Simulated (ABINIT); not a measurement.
**A GW chain in ABINIT: BaTiO3 (P4mm)**

How does a plane-wave GW calculation on BaTiO3 (P4mm) run from the first input to the gap?

Calculated with ABINIT 10.8.3; PBE and many-body steps on it, plane waves.

Most raw output is cut from this account.

### 1. The starting structure

Symmetry: P4mm, No. 99, tetragonal system. Conventional cell: a = 3.990 Å, b = 3.990 Å, c = 4.023 Å, α = 90.00°, β = 90.00°, γ = 90.00°. Nearest to Ba lie 12 O at 2.80 to 2.87 Å. Ti has 6 O at 1.84 to 2.18 Å nearest. Nearest to O lie 2 Ti at 1.84 to 2.18 Å and 4 Ba at 2.82 Å. O has 2 Ti at 2.00 Å and 4 Ba at 2.80 to 2.87 Å nearest. Farther neighbours and most contacts between anions are not listed.

The cell and positions come from the Crystallography Open Database and are kept as given unless a step says otherwise. Spin-orbit coupling is left out unless a step names it.

### 2. Ground state

This step: ABINIT 10.8.3; DFT, PBE, plane waves, norm-conserving pseudopotentials.

The ground-state density comes first.

Input file run.abi:

```
acell 3*1.0 Angstrom
rprim 
  3.990480000000 0.000000000000 0.000000000000
  0.000000000000 3.990480000000 0.000000000000
  0.000000000000 0.000000000000 4.023030000000
ntypat 3
znucl 56 22 8
natom 5
typat 1 2 3 3 3
xred 
  0.000000000000 0.000000000000 0.000000000000
  0.500000000000 0.500000000000 0.522000000000
  0.500000000000 0.500000000000 0.979000000000
  0.500000000000 0.000000000000 0.488000000000
  0.000000000000 0.500000000000 0.488000000000
pp_dirpath "pseudos"
pseudos "Ba.upf, Ti.upf, O.upf"
ecut 38
ngkpt 6 6 6
nshiftk 1
shiftk 0 0 0
kptopt 1
chksymbreak 0
nband 26
occopt 1
tolvrs 1e-10
nstep 60
prtwf 0
optforces 0
optstress 0
indata_prefix "in"
outdata_prefix "out"
tmpdata_prefix "tmp"
```

Launch:

```console
> OMP_NUM_THREADS=1 mpirun -n 4 abinit run.abi > log
```

Run time: 52 s. Hardware: 4 MPI ranks of Intel Xeon 6975P-C (Granite Rapids), shared host; peak memory 0.42 GiB; 3.4 min of CPU time.

This step gave:

```
total energy               : -3738.4596 eV
gap                        : 1.851 eV
k of the valence top       : 0.5, 0.5, 0.5
k of the conduction bottom : 0, 0, 0
least direct gap           : 2.222 eV
```

The gap is indirect, with the least direct gap 0.37 eV higher.

### 3. Bands along the symmetry lines

Levels along a band path, at the cheap level, show where the edges lie and whether the meshes to come will hold them.

Input file run.abi:

```
acell 3*1.0 Angstrom
rprim 
  3.990480000000 0.000000000000 0.000000000000
  0.000000000000 3.990480000000 0.000000000000
  0.000000000000 0.000000000000 4.023030000000
ntypat 3
znucl 56 22 8
natom 5
typat 1 2 3 3 3
xred 
  0.000000000000 0.000000000000 0.000000000000
  0.500000000000 0.500000000000 0.522000000000
  0.500000000000 0.500000000000 0.979000000000
  0.500000000000 0.000000000000 0.488000000000
  0.000000000000 0.500000000000 0.488000000000
pp_dirpath "pseudos"
pseudos "Ba.upf, Ti.upf, O.upf"
ecut 38
iscf -2
irdden 1
kptopt 0
nkpt 75
kpt 
  0.00000000 0.00000000 0.00000000
  0.00000000 0.06250000 0.00000000
  0.00000000 0.12500000 0.00000000
  0.00000000 0.18750000 0.00000000
  0.00000000 0.25000000 0.00000000
  0.00000000 0.31250000 0.00000000
  0.00000000 0.37500000 0.00000000
  0.00000000 0.43750000 0.00000000
  0.00000000 0.50000000 0.00000000
  0.06250000 0.50000000 0.00000000
  0.12500000 0.50000000 0.00000000
  0.18750000 0.50000000 0.00000000
  0.25000000 0.50000000 0.00000000
  0.31250000 0.50000000 0.00000000
  0.37500000 0.50000000 0.00000000
  0.43750000 0.50000000 0.00000000
  0.50000000 0.50000000 0.00000000
  0.43750000 0.43750000 0.00000000
  0.37500000 0.37500000 0.00000000
  0.31250000 0.31250000 0.00000000
  0.25000000 0.25000000 0.00000000
  0.18750000 0.18750000 0.00000000
  0.12500000 0.12500000 0.00000000
  0.06250000 0.06250000 0.00000000
  0.00000000 0.00000000 0.00000000
  0.00000000 0.00000000 0.06250000
  0.00000000 0.00000000 0.12500000
  0.00000000 0.00000000 0.18750000
  0.00000000 0.00000000 0.25000000
  0.00000000 0.00000000 0.31250000
  0.00000000 0.00000000 0.37500000
  0.00000000 0.00000000 0.43750000
  0.00000000 0.00000000 0.50000000
  0.00000000 0.06250000 0.50000000
  0.00000000 0.12500000 0.50000000
  0.00000000 0.18750000 0.50000000
  0.00000000 0.25000000 0.50000000
  0.00000000 0.31250000 0.50000000
  0.00000000 0.37500000 0.50000000
  0.00000000 0.43750000 0.50000000
  0.00000000 0.50000000 0.50000000
  0.06250000 0.50000000 0.50000000
  0.12500000 0.50000000 0.50000000
  0.18750000 0.50000000 0.50000000
  0.25000000 0.50000000 0.50000000
  0.31250000 0.50000000 0.50000000
  0.37500000 0.50000000 0.50000000
  0.43750000 0.50000000 0.50000000
  0.50000000 0.50000000 0.50000000
  0.43750000 0.43750000 0.50000000
  0.37500000 0.37500000 0.50000000
  0.31250000 0.31250000 0.50000000
  0.25000000 0.25000000 0.50000000
  0.18750000 0.18750000 0.50000000
  0.12500000 0.12500000 0.50000000
  0.06250000 0.06250000 0.50000000
  0.00000000 0.00000000 0.50000000
  0.00000000 0.50000000 0.00000000
  0.00000000 0.50000000 0.06250000
  0.00000000 0.50000000 0.12500000
  0.00000000 0.50000000 0.18750000
  0.00000000 0.50000000 0.25000000
  0.00000000 0.50000000 0.31250000
  0.00000000 0.50000000 0.37500000
  0.00000000 0.50000000 0.43750000
  0.00000000 0.50000000 0.50000000
  0.50000000 0.50000000 0.00000000
  0.50000000 0.50000000 0.06250000
  0.50000000 0.50000000 0.12500000
  0.50000000 0.50000000 0.18750000
  0.50000000 0.50000000 0.25000000
  0.50000000 0.50000000 0.31250000
  0.50000000 0.50000000 0.37500000
  0.50000000 0.50000000 0.43750000
  0.50000000 0.50000000 0.50000000
istwfk *1
nband 27
nbdbuf 2
tolwfr 1e-08
nstep 40
prtwf 0
prtvol 0
indata_prefix "in"
outdata_prefix "out"
tmpdata_prefix "tmp"
```

Wall time 62 s (4 MPI ranks); peak memory 0.46 GiB; 4.1 min of CPU time.

This step gave:

| Property | Result |
| --- | --- |
| gap | 1.851 eV |
| k of the valence top | 0.5, 0.5, 0.5 |
| k of the conduction bottom | 0, 0, 0 |
| least direct gap | 2.222 eV |

The gap is 1.851 eV, as in the run before at this level.

The electronic bands at the labelled points (eV, zero at the top of the highest filled band):

```csv
point,band 17,band 18,band 19,band 20,band 21,band 22,band 23,band 24
Γ,-1.18,-0.45,-0.37,-0.37,1.85,2.22,2.22,4.12
halfway,-1.52,-1.26,-0.81,-0.67,2.27,2.80,2.85,4.27
X,-1.84,-1.67,-1.13,-0.97,2.34,3.57,3.64,4.24
halfway,-1.68,-1.53,-1.12,-0.50,2.90,3.65,3.72,4.77
M,-1.83,-1.08,-1.08,-0.07,3.66,3.66,4.02,4.77
halfway,-1.95,-1.19,-0.93,-0.51,2.76,2.98,3.16,4.76
Γ,-1.18,-0.45,-0.37,-0.37,1.85,2.22,2.22,4.12
halfway,-1.61,-1.32,-0.55,-0.55,1.93,2.99,2.99,4.12
Z,-1.96,-1.94,-0.71,-0.71,2.00,3.68,3.68,4.12
halfway,-1.43,-1.30,-1.11,-0.67,2.87,3.69,3.72,4.79
R,-1.75,-0.92,-0.89,-0.25,3.60,3.70,4.02,4.96
halfway,-2.49,-0.62,-0.53,-0.21,3.89,3.91,4.14,6.26
A,-2.42,-0.18,-0.18,0.00,4.25,4.26,4.26,6.47
halfway,-2.17,-0.89,-0.72,-0.66,3.36,3.80,3.84,6.00
Z,-1.96,-1.94,-0.71,-0.71,2.00,3.68,3.68,4.12
jump to X,-1.84,-1.67,-1.13,-0.97,2.34,3.57,3.64,4.24
halfway,-1.48,-1.41,-1.22,-0.64,3.05,3.59,3.75,4.82
R,-1.75,-0.92,-0.89,-0.25,3.60,3.70,4.02,4.96
jump to M,-1.83,-1.08,-1.08,-0.07,3.66,3.66,4.02,4.77
halfway,-2.57,-0.72,-0.72,-0.04,3.94,3.94,4.13,6.07
A,-2.42,-0.18,-0.18,0.00,4.25,4.26,4.26,6.47
```

### 4. Empty states on the mesh, 4×4×4 mesh, 60 bands

The sums over transitions need many empty states on a uniform mesh; this step solves for them.

Input file run.abi:

```
acell 3*1.0 Angstrom
rprim 
  3.990480000000 0.000000000000 0.000000000000
  0.000000000000 3.990480000000 0.000000000000
  0.000000000000 0.000000000000 4.023030000000
ntypat 3
znucl 56 22 8
natom 5
typat 1 2 3 3 3
xred 
  0.000000000000 0.000000000000 0.000000000000
  0.500000000000 0.500000000000 0.522000000000
  0.500000000000 0.500000000000 0.979000000000
  0.500000000000 0.000000000000 0.488000000000
  0.000000000000 0.500000000000 0.488000000000
pp_dirpath "pseudos"
pseudos "Ba.upf, Ti.upf, O.upf"
ecut 38
ngkpt 4 4 4
nshiftk 1
shiftk 0 0 0
kptopt 1
chksymbreak 0
iscf -2
irdden 1
istwfk *1
nband 60
nbdbuf 4
tolwfr 1e-09
nstep 60
prtvol 0
indata_prefix "in"
outdata_prefix "out"
tmpdata_prefix "tmp"
```

Run time: 26 s. Hardware: 4 MPI ranks; peak memory 0.39 GiB; 1.7 min of CPU time.

Numbers from this step:

| Quantity | Value |
| --- | --- |
| gap | 1.851 eV |
| k of the valence top | 0.5, 0.5, 0.5 |
| k of the conduction bottom | 0, 0, 0 |
| least direct gap | 2.222 eV |
| k points computed | 18 |
| lowest point of the top converged band, above the valence top | 30.37 eV |

On this mesh the gap is 1.851 eV.

### 5. Screening, 4×4×4 mesh, 56 bands, screening to 87.1 eV

The RPA dielectric matrix is built and inverted for each q.

This step: RPA screening on PBE, plane waves, norm-conserving pseudopotentials.

run.abi, as its differences from that of step 4:

```diff
@@ -23,10 +23,11 @@
 chksymbreak 0
-iscf -2
-irdden 1
 istwfk *1
-nband 60
-nbdbuf 4
-tolwfr 1e-09
-nstep 60
-prtvol 0
+occopt 1
+irdwfk 1
+optdriver 3
+nband 56
+ecuteps 3.2
+inclvkb 2
+awtr 1
+symchi 1
 indata_prefix "in"
```

The job ended after 39 s (4 MPI ranks; peak memory 1.2 GiB).

Numbers from this step:

* ε∞ with local fields, on this mesh, along the program's q direction: 5.852
* the same without local fields: 6.376
* plasma frequency: 29.34 eV
* plane waves in the screening matrix: 123

Local fields lower ε∞ by 8 %. On a Γ-centred mesh this coarse the value itself is usually too large, while a short band sum pulls it down.

### 6. Self-energy, 4×4×4 mesh, 56 bands, screening to 87.1 eV

The self-energy is evaluated for the states that the input lists, and the levels follow from it, in one-shot runs by the linearised quasiparticle equation.

This step: G0W0 on PBE, plane waves, norm-conserving pseudopotentials.

run.abi, as its differences from that of step 5:

```diff
@@ -26,8 +26,17 @@
 irdwfk 1
-optdriver 3
+optdriver 4
 nband 56
+gwcalctyp 0
+ecutsigx 38
+symsigma 1
+nkptgw 2
+kptgw 
+  0.5000000000 0.5000000000 0.5000000000
+  0.0000000000 0.0000000000 0.0000000000
+bdgw 
+  18 23
+  19 23
 ecuteps 3.2
-inclvkb 2
-awtr 1
-symchi 1
+irdscr 1
+ppmodel 1
 indata_prefix "in"
```

Run time: 5.4 s. Hardware: 4 MPI ranks; peak memory 1.1 GiB.

This step gave:

* G0W0 gap on the points computed: 3.433 eV
* starting gap on the mesh: 1.851 eV
* k of the valence top: 0.5, 0.5, 0.5
* k of the conduction bottom: 0, 0, 0
* Z at the valence top: 0.762
* Z at the conduction bottom: 0.779
* least direct G0W0 gap on the computed points: 3.791 eV

The gap on the mesh goes from 1.85 eV to 3.43 eV, a correction of +1.58 eV.

Limits: finite bands, cutoff and mesh; no spin-orbit coupling; coarse k mesh. v1 is the top filled band, c1 the lowest empty one. The levels before and after the correction (eV, zero at the valence-band top of each column):

```csv
,conduction bottom,valence top
Kohn-Sham,1.85,0.00
G0W0,3.43,0.00
```

|  | level | energy (eV) |
| --- | --- | --- |
| Kohn-Sham | (0.5 0.5 0.5) v3-v2 | -0.176 |
| Kohn-Sham | (0.5 0.5 0.5) v1 | 0.000 |
| Kohn-Sham | (0.5 0.5 0.5) c1 | 4.247 |
| Kohn-Sham | (0.5 0.5 0.5) c2-c3 | 4.259 |
| Kohn-Sham | Γ v2-v1 | -0.371 |
| Kohn-Sham | Γ c1 | 1.851 |
| Kohn-Sham | Γ c2-c3 | 2.219 |
| G0W0 | (0.5 0.5 0.5) v3-v2 | -0.204 |
| G0W0 | (0.5 0.5 0.5) v1 | 0.000 |
| G0W0 | (0.5 0.5 0.5) c1 | 6.110 |
| G0W0 | (0.5 0.5 0.5) c2-c3 | 6.167 |
| G0W0 | Γ v2-v1 | -0.358 |
| G0W0 | Γ c1 | 3.433 |
| G0W0 | Γ c2-c3 | 3.824 |

### 7. Where the time went

Times are wall times on 4 MPI ranks of Intel Xeon 6975P-C (Granite Rapids), shared host, good to a factor of about two.

| step | time | share | memory (GiB) |
| --- | --- | --- | --- |
| ground state | 52 s | 28 % | 0.42 |
| bands along the symmetry lines | 62 s | 34 % | 0.46 |
| empty states on the mesh | 26 s | 14 % | 0.39 |
| screening | 39 s | 21 % | 1.2 |
| self-energy | 5.4 s | 3 % | 1.1 |

### 8. Results

```yaml
pbe_gap: 1.85 eV, indirect
g0w0_gap_on_the_mesh: 3.43 eV
gw_settings: 4×4×4 mesh, 56 bands, screening to 87.1 eV, Godby-Needs plasmon pole
known_limits: not at the basis limit; no spin-orbit coupling; coarse k mesh
```

G0W0 moves the gap on the mesh from 1.85 eV to 3.43 eV (+1.58 eV), with Z of 0.76 and 0.78 at the edges. Local fields lower the RPA ε∞ on this mesh from 6.38 to 5.85; a Γ-centred mesh this coarse tends to raise both, most where the direct gap is narrow, while a short band sum lowers them. Only 2 of the mesh's irreducible points were corrected, so a valley elsewhere could overtake. Bands and cutoff are finite, so the gap is not at the basis limit. The miss can reach some tenths of an eV and take either sign; the mesh is an error of its own. In the G0W0 run levels were corrected at 2 k points alone, so a gap called «on the mesh» is the least over those, and an edge elsewhere would be missed. The 4×4×4 mesh is coarse for this cell, which bears on the long-range parts of exchange and screening. The many-body steps are scalar-relativistic: spin-orbit coupling is not in them.

[Paths, hosts, dates, memory and timing lines, banners, echoed tables and standing remarks are left out of the program output.]

[Logs are printed without paths, hosts, clocks, repeated set-up lines and the standing remarks that a program may print on its own settings, such as how far it seeks lower states.]

[Runs of the session that timed out or met a known fault of the program may be left out.]

[Hosts, paths, dates, database ids (printed as entryN), source tags and the programs' standing remarks are cut or masked in the printed files.]

[G0W0 gaps are taken among the corrected bands and points alone; a level outside them can change the order at an edge.]

[Where Ansatz stands beside ABINIT at settings called matched, ABINIT's density can come from a denser mesh and the files from another edition; pairs whose starting gaps differed by over 0.03 eV were left out, so agreement reads better than it is.]
